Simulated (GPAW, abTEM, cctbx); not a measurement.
# ZnGaGeH: the scripts behind a bonding study

Short scripts, each with its output. The cell comes from substitution in a known structure type and wasn't matched to any measured phase.

**1. Relax the structure**

```text
cell
1.0
     3.689000000    0.000000000    0.000000000
    -1.844500000    3.194767715    0.000000000
     0.000000000    0.000000000    4.315000000
Ge Ga Zn H
1 1 1 1
Direct
0.000000000 0.000000000 0.427300000
0.333333333 0.666666667 0.558200000
0.666666667 0.333333333 0.994600000
0.333333333 0.666666667 0.923000000
```

```python
from ase.constraints import FixSymmetry
from ase.filters import FrechetCellFilter
from ase.io import read, write
from ase.optimize import BFGS
from ase.parallel import parprint
from gpaw import GPAW, PW, FermiDirac

atoms = read("start.vasp")
atoms.set_constraint(FixSymmetry(atoms))
atoms.calc = GPAW(mode=PW(670), xc="PBE", kpts={"size": (5, 5, 4), "gamma": True},
                 occupations=FermiDirac(0.05), maxiter=120, symmetry={"tolerance": 1e-5}, txt="relax.txt")
BFGS(FrechetCellFilter(atoms), maxstep=0.15).run(fmax=0.03, steps=40)
parprint("cell  %.4f %.4f %.4f  %.2f %.2f %.2f" % tuple(atoms.cell.cellpar()))
parprint("volume %.3f A^3, largest force %.3f eV/A, largest stress %.2f GPa" % (atoms.get_volume(), abs(atoms.get_forces()).max(), 160.218 * abs(atoms.get_stress()).max()))
atoms.set_constraint()
write("relaxed.vasp", atoms, direct=True)
```

```console
$ OMP_NUM_THREADS=1 mpirun -n 4 gpaw python run.py > gpaw.log
```

```text
      Step        Energy          fmax
BFGS:    0       -8.860132        2.925938
BFGS:    1       -9.275481        2.424711
BFGS:    2      -10.234645        1.188127
BFGS:    3      -10.500286        0.501145
BFGS:    4      -10.529026        0.277235
BFGS:    5      -10.532305        0.182362
BFGS:    6      -10.534296        0.105935
BFGS:    7      -10.536636        0.162442
BFGS:    8      -10.539132        0.238833
BFGS:    9      -10.545547        0.423754
BFGS:   10      -10.554982        0.688891
BFGS:   11      -10.567773        0.521565
BFGS:   12      -10.600015        0.358952
BFGS:   13      -10.608654        0.329628
BFGS:   14      -10.626180        0.543756
BFGS:   15      -10.644232        0.557588
BFGS:   16      -10.674216        0.509426
BFGS:   17      -10.696512        0.408300
BFGS:   18      -10.706309        0.116991
BFGS:   19      -10.707114        0.061052
BFGS:   20      -10.707258        0.049636
BFGS:   21      -10.707448        0.036943
BFGS:   22      -10.707925        0.044871
BFGS:   23      -10.708619        0.048677
BFGS:   24      -10.709174        0.030106
BFGS:   25      -10.709366        0.009901
cell  3.8157 3.8157 5.4957  90.00 90.00 120.00
volume 69.295 A^3, largest force 0.008 eV/A, largest stress 0.02 GPa
```

Time: 90 s on 4 cores of Arm Neoverse V2 (shared host), peak memory 1.1 GiB.

**2. Build the all-electron density and subtract free atoms**

```text
cell
1.0
     3.815684900    0.000000000    0.000000000
    -1.907842450    3.304480060    0.000000000
     0.000000000    0.000000000    5.495731910
Ge Ga Zn H
1 1 1 1
Direct
0.000000000 0.000000000 0.345162560
0.333333330 0.666666670 0.586338300
0.666666670 0.333333330 0.078256590
0.333333330 0.666666670 0.893718810
```

```python
import numpy as np
from ase.io import read
from ase.units import Bohr
from gpaw import GPAW, PW, FermiDirac
from gpaw.calculator import GPAW as OldGPAW
from gpaw.mpi import serial_comm, world
from scipy.special import erfc
from scipy.spatial import cKDTree

atoms = read("cell.vasp")
atoms.calc = GPAW(mode=PW(550), xc="PBE", kpts={"size": (6, 6, 4), "gamma": True},
                 occupations=FermiDirac(0.05), maxiter=120, symmetry={"tolerance": 1e-5}, txt="scf.txt")
atoms.get_potential_energy()
rho = atoms.calc.get_all_electron_density(gridrefinement=2)
moments = atoms.get_magnetic_moments() if atoms.calc.get_number_of_spins() == 2 else np.zeros(len(atoms))
total = atoms.get_magnetic_moment() if moments.any() else 0.0
if world.rank == 0:
    free = OldGPAW(mode=PW(550), xc="PBE", txt=None, communicator=serial_comm)
    neutral = atoms.copy()
    neutral.set_initial_magnetic_moments(None)
    free.initialize(neutral)
    free.set_positions(neutral)
    drho = rho - free.get_all_electron_density(gridrefinement=2)
    # GPAW starts from confined atoms: exchange their smooth part for that of the datasets' free atoms
    h = np.stack(np.meshgrid(*[np.fft.fftfreq(n, 1 / n) for n in drho.shape], indexing="ij"), -1)
    gabs = np.linalg.norm(h @ atoms.cell.reciprocal(), axis=-1)
    tails = np.fft.fftn(free.get_pseudo_density(gridrefinement=2))
    g, form, v0 = np.linspace(0, gabs.max(), 1500), {}, 0
    for e in set(atoms.symbols):
        idx = atoms.symbols.search(e)
        d = free.setups[idx[0]].data
        r, w = d.rgd.r_g * Bohr, d.rgd.r_g**2 * d.rgd.dr_g
        j0 = np.sinc(2 * g[:, None] * r)
        smooth = sum(f * p**2 for f, p in zip(d.f_j, d.phit_jg)) + np.sqrt(4 * np.pi) * d.nct_g
        full = sum(f * p**2 for f, p in zip(d.f_j, d.phi_jg)) + np.sqrt(4 * np.pi) * d.nc_g
        phase = sum(np.exp(-2j * np.pi * h @ s) for s in atoms.get_scaled_positions()[idx])
        tails -= np.interp(gabs, g, j0 @ (smooth * w)) * phase * drho.size / atoms.get_volume()
        form[e] = j0 @ (full * w)
        v0 += 2 * np.pi / 3 * 14.3996 * (full * w * r**2).sum() * len(idx)  # V A^3
    tails *= 0.5 * erfc((gabs - 1.8) / 0.25)  # the tails differ at long wavelengths alone
    drho += np.fft.ifftn(tails).real  # crystal minus superposed spherical free atoms
    np.save("drho.npy", drho)
    dv = atoms.get_volume() / drho.size
    print("grid", drho.shape, " electrons %.3f" % (rho.sum() * dv), " moved by bonding %.3f e" % (abs(drho).sum() * dv / 2))
    pts = np.indices(drho.shape).reshape(3, -1).T / drho.shape @ atoms.cell
    shifts = (np.indices((3, 3, 3)).reshape(3, -1).T - 1) @ atoms.cell
    images = (atoms.positions[None] + shifts[:, None]).reshape(-1, 3)
    dist, idx = cKDTree(images).query(pts, k=4)
    out = drho.ravel()[dist[:, 0] > 0.5]
    print("deformation density beyond 0.5 A of the nuclei: max %.3f, min %.3f e/A^3" % (out.max(), out.min()))
    tie = dist < dist[:, :1] + 1e-4
    q = -np.bincount((idx % len(atoms))[tie], (drho.ravel()[:, None] / tie.sum(1, keepdims=True) * tie)[tie], len(atoms)) * dv
    print("atom        x       y       z   Voronoi charge  moment")
    for a, s, c, m in zip(atoms, atoms.get_scaled_positions(), q, moments):
        print("%-2s%-3d %7.4f %7.4f %7.4f %10.3f %10.2f" % (a.symbol, a.index + 1, *s, c, m))
    np.savez("free.npz", g=g, **form)
    print("mean inner potential of superposed free atoms %.3f V" % (v0 / atoms.get_volume()))
    print("total magnetic moment %.3f muB" % total)
```

```console
$ OMP_NUM_THREADS=1 mpirun -n 4 gpaw python run.py > gpaw.log
```

```text
grid (42, 42, 60)  electrons 94.000  moved by bonding 0.598 e
deformation density beyond 0.5 A of the nuclei: max 0.197, min -0.058 e/A^3
atom        x       y       z   Voronoi charge  moment
Ge1    0.0000  0.0000  0.3452     -0.191       0.00
Ga2    0.3333  0.6667  0.5863      0.080       0.00
Zn3    0.6667  0.3333  0.0783      0.231       0.00
H 4    0.3333  0.6667  0.8937     -0.120       0.00
mean inner potential of superposed free atoms 14.458 V
total magnetic moment 0.000 muB
```

Time: 6.3 s.

**3. Fourier-transform the difference**

```python
from cctbx import adptbx, crystal, miller, xray
from cctbx.eltbx import tiny_pse
import numpy as np

cs = crystal.symmetry(unit_cell=(3.8157, 3.8157, 5.4957, 90, 90, 120), space_group_symbol='Hall: P 3 -2"')  # P3m1
atoms = [  # label, site, U (iso, or U11 U22 U33 U12 U13 U23 in A^2), occupancy
    ("Ge1", (0, 0, 0.34516), 0.0000, 1),
    ("Ga1", (1/3, 2/3, 0.58634), 0.0000, 1),
    ("Zn1", (2/3, 1/3, 0.07826), 0.0000, 1),
    ("H1", (1/3, 2/3, 0.89372), 0.0000, 1),
]
xs = xray.structure(crystal_symmetry=cs)
for label, site, u, occ in atoms:
    u = adptbx.u_cif_as_u_star(cs.unit_cell(), u) if isinstance(u, tuple) else u
    xs.add_scatterer(xray.scatterer(label, site=site, u=u, occupancy=occ))
xs.scattering_type_registry(table="wk1995")
drho = np.load("drho.npy")
T = np.array([[1, 0, 0], [0, 1, 0], [0, 0, 1]])  # conventional axes in terms of the primitive ones
dF = np.fft.ifftn(drho) * 69.29488  # electrons a conventional cell, indexed by primitive hkl
ms = miller.build_set(cs, anomalous_flag=False, d_min=0.9).sort("resolution")
iam = ms.structure_factors_from_scatterers(xs, algorithm="direct").f_calc()
p1 = xs.expand_to_p1()
z = np.array([tiny_pse.table(sc.scattering_type).atomic_number() for sc in p1.scatterers()])
x = np.array(p1.sites_frac())
free = np.load("free.npz")
print("static structure factors of the conventional cell: F in electrons, V (Mott-Bethe) in volts")
print("   h  k  l      d  |F| table  |F| free   |F| DFT   change   |V| free  |V| DFT  change %")
for h, d, table in list(zip(ms.indices(), ms.d_spacings().data(), iam.data()))[:16]:
    df = dF[tuple(np.rint(np.linalg.solve(T, h)).astype(int))]
    phase = np.exp(2j * np.pi * x @ h)
    f = sum(np.interp(1 / d, free["g"], free[sc.scattering_type]) * p for sc, p in zip(p1.scatterers(), phase))
    fz = (z * phase).sum()
    c = 14.3996 * d * d / (np.pi * cs.unit_cell().volume())
    v0, v1 = abs(fz - f) * c, abs(fz - f - df) * c
    print("%4d%3d%3d %7.4f %9.3f %9.3f %9.3f %8.3f %9.3f %8.3f %8s" % (h + (d, abs(table), abs(f), abs(f + df), abs(f + df) - abs(f), v0, v1, "%.1f" % (100 * (v1 / v0 - 1)) if v0 > 0.02 else "-")))
```

```console
$ python run.py
```

```text
static structure factors of the conventional cell: F in electrons, V (Mott-Bethe) in volts
   h  k  l      d  |F| table  |F| free   |F| DFT   change   |V| free  |V| DFT  change %
   0  0  1  5.4957    27.688    27.746    27.906    0.160     3.706    3.375     -8.9
   1  0  0  3.3045     1.366     1.346     1.567    0.222     0.483    0.318    -34.1
   1  0  1  2.8320    16.634    16.687    16.494   -0.193     1.448    1.545      6.7
   1  0 -1  2.8320    71.204    71.169    71.142   -0.027     7.696    7.709      0.2
   0  0  2  2.7479    24.553    24.561    24.369   -0.192     2.326    2.416      3.9
   1  0  2  2.1128    48.936    48.908    48.629   -0.279     4.435    4.517      1.9
   1  0 -2  2.1128    45.466    45.323    45.225   -0.098     4.284    4.311      0.6
   1  1  0  1.9078    68.644    68.227    68.201   -0.026     6.205    6.211      0.1
   0  0  3  1.8319    25.946    25.916    25.600   -0.316     2.189    2.260      3.2
   1  1  1  1.8023    21.494    21.543    21.367   -0.176     1.731    1.769      2.2
   2  0  0  1.6522     1.294     1.315     1.267   -0.049     0.154    0.147     -4.1
   1  0  3  1.6022    55.902    55.523    55.536    0.014     4.637    4.635     -0.1
   1  0 -3  1.6022    17.385    17.167    17.205    0.038     1.516    1.510     -0.4
   2  0  1  1.5823    57.768    57.461    57.428   -0.032     4.673    4.678      0.1
   2  0 -1  1.5823    13.339    13.300    13.260   -0.040     1.012    1.018      0.6
   1  1  2  1.5672    19.746    19.648    19.615   -0.033     1.554    1.559      0.3
```

Time: 0.22 s on 1 core of Arm Neoverse V2 (shared host), peak memory 0.08 GiB.

**4. Propagate a plane wave with and without the bonding term**

```python
import abtem
import numpy as np
from ase.build import make_supercell
from ase.io import read

abtem.config.set({"dask.lazy": False, "fft": "fftw", "diagnostics.progress_bar": False})
M = [[0, 0, -1], [1, 2, 0], [1, 0, 0]]  # rows: x, y and beam direction in the primitive cell's axes
unit = make_supercell(read("cell.vasp"), M)
unit.set_cell(list(unit.cell.lengths()) + [90, 90, 90], scale_atoms=True)
unit.positions[:, 2] += 0.4770  # keeps atomic planes off the slice boundaries
unit.wrap()
slab = unit * (2, 2, 156)
print(slab.get_chemical_formula(), "| box %.2f x %.2f x %.2f A" % tuple(slab.cell.lengths()))

# change of the potential by bonding, from the DFT deformation density (Poisson's equation term by term)
drho = np.load("drho.npy")
prim = read("cell.vasp")
h = np.stack(np.meshgrid(*[np.fft.fftfreq(n, 1 / n) for n in drho.shape], indexing="ij"), -1).reshape(-1, 3).astype(int)
g2 = ((h @ prim.cell.reciprocal()) ** 2).sum(1)
keep = (g2 > 0) & (g2 < 2.5**2)
shape = (158, 189, 24)
vg = np.zeros(shape, complex)
hm = h[keep] @ np.array(M).T
move = np.exp(-2j * np.pi * hm[:, 2] * (0.4770 / unit.cell[2, 2] - 0.5 / shape[2]))  # the same shift, sampled at mid-points
vg[tuple(hm.T % np.array(shape)[:, None])] = -14.3996 / np.pi * (np.fft.fftn(drho).ravel() / drho.size)[keep] / g2[keep] * move
dV = np.fft.ifftn(vg).real * vg.size
dV = dV.reshape(158, 189, 4, 6).mean(3) * unit.cell[2, 2] / 4  # V A, projected in each slice
dV = np.tile(dV.transpose(2, 0, 1), (156, 2, 2))


def build(atoms):
    p = abtem.Potential(atoms, gpts=(316, 378), slice_thickness=[slab.cell[2, 2] / 624] * 624,
                        parametrization="lobato", projection="infinite", exit_planes=52).build()
    p.array[:] += BONDING * dV
    return p


sigmas = {'Ge': 0.075, 'Ga': 0.075, 'Zn': 0.076, 'H': 0.104}  # r.m.s. displacement along each axis, A
u = np.array([sigmas[s] for s in slab.symbols])[:, None]
rng = np.random.default_rng(657)


def potentials():
    for _ in range(3):  # frozen phonons, one configuration at a time
        atoms = slab.copy()
        atoms.positions += u * rng.standard_normal((len(atoms), 3))
        atoms.wrap()
        yield build(atoms)


for label, BONDING in (("IAM", 0.0), ("DFT", 1.0)):
    print("=====", label)
    rng = np.random.default_rng(657)  # the same displacements for both
    potential = build(slab)
    print("grid", potential.gpts, "slices", potential.num_slices)
    thickness = potential.exit_thicknesses
    wave = abtem.PlaneWave(energy=100000)
    dp = np.mean([wave.multislice(p).diffraction_patterns(max_angle="valid").array for p in potentials()], axis=0)
    hkl = [(0, 0, 0), (0, 0, 1), (0, 1, 0), (0, 1, 1), (0, 1, -1), (0, 0, 2), (0, 1, 2)]
    nx, ny = dp.shape[-2:]
    print("intensity of each beam, fraction of the incident wave")
    print("  t (A)" + "".join("%9s" % " ".join(map(str, h)) for h in hkl) + "  diffuse    total")
    grid = np.zeros((nx, ny), bool)
    grid[nx // 2 % 2::2, ny // 2 % 2::2] = True
    for t, a in list(zip(thickness, dp))[1:]:
        idx = [np.rint(np.array(M) @ np.linalg.solve([[1, 0, 0], [0, 1, 0], [0, 0, 1]], h)).astype(int) for h in hkl]
        print("%7.1f" % t + "".join("%9.5f" % a[nx // 2 + i[0] * 2, ny // 2 + i[1] * 2] for i in idx) + "%9.4f%9.4f" % (a[~grid].sum(), a.sum()))
```

```console
$ python run.py
```

```text
H1248Ga1248Ge1248Zn1248 | box 10.99 x 13.22 x 595.25 A
===== IAM
grid (316, 378) slices 624
intensity of each beam, fraction of the incident wave
  t (A)    0 0 0    0 0 1    0 1 0    0 1 1   0 1 -1    0 0 2    0 1 2  diffuse    total
   49.6  0.41283  0.01396  0.00042  0.05912  0.00590  0.00953  0.02710   0.0729   0.9961
   99.2  0.55706  0.00476  0.00043  0.02916  0.01033  0.01205  0.01113   0.1617   0.9909
  148.8  0.59784  0.00465  0.00211  0.01941  0.00334  0.00292  0.01325   0.1739   0.9897
  198.4  0.41395  0.01076  0.00075  0.03326  0.00868  0.01037  0.01046   0.2123   0.9869
  248.0  0.53294  0.00221  0.00138  0.01506  0.00200  0.00413  0.00092   0.2391   0.9847
  297.6  0.45330  0.00730  0.00197  0.02184  0.00139  0.00316  0.00547   0.2522   0.9830
  347.2  0.43605  0.00539  0.00034  0.01970  0.00370  0.00821  0.00576   0.2715   0.9810
  396.8  0.43694  0.00274  0.00321  0.01728  0.00332  0.00602  0.00362   0.2848   0.9794
  446.4  0.40632  0.00438  0.00224  0.01521  0.00351  0.00694  0.00615   0.2995   0.9776
  496.0  0.39669  0.00279  0.00317  0.01653  0.00499  0.00685  0.00584   0.3146   0.9756
  545.6  0.38214  0.00361  0.00477  0.02008  0.00516  0.00602  0.00672   0.3275   0.9739
  595.2  0.36693  0.00487  0.00364  0.02154  0.00776  0.00902  0.00516   0.3386   0.9722
===== DFT
grid (316, 378) slices 624
intensity of each beam, fraction of the incident wave
  t (A)    0 0 0    0 0 1    0 1 0    0 1 1   0 1 -1    0 0 2    0 1 2  diffuse    total
   49.6  0.41315  0.01373  0.00026  0.06207  0.00549  0.00930  0.02491   0.0731   0.9961
   99.2  0.56301  0.00744  0.00030  0.03181  0.00842  0.01030  0.00920   0.1619   0.9909
  148.8  0.60394  0.00523  0.00120  0.02378  0.00239  0.00276  0.01022   0.1733   0.9898
  198.4  0.40966  0.01522  0.00072  0.04055  0.00629  0.00938  0.00778   0.2124   0.9869
  248.0  0.54302  0.00538  0.00087  0.01717  0.00226  0.00334  0.00054   0.2383   0.9848
  297.6  0.44816  0.01098  0.00190  0.02668  0.00180  0.00287  0.00567   0.2511   0.9831
  347.2  0.43345  0.01075  0.00063  0.02298  0.00582  0.00595  0.00620   0.2715   0.9811
  396.8  0.43782  0.00634  0.00339  0.01920  0.00523  0.00353  0.00399   0.2839   0.9795
  446.4  0.39379  0.01200  0.00223  0.01726  0.00475  0.00405  0.00626   0.2991   0.9777
  496.0  0.38994  0.01162  0.00349  0.01642  0.00635  0.00358  0.00461   0.3148   0.9757
  545.6  0.37016  0.01380  0.00482  0.01899  0.00563  0.00297  0.00525   0.3280   0.9739
  595.2  0.35071  0.01793  0.00433  0.02241  0.00773  0.00499  0.00311   0.3397   0.9722
```

Time: 2 min.

[Outputs are excerpts: Python notices, other lines and further rows are left out; steps that failed or that the build refused (PBEsol, TPSS) are not shown.]

[Logs are printed without paths, hosts, clocks, repeated set-up lines and the standing remarks that a program may print on its own settings, such as how far it seeks lower states.]
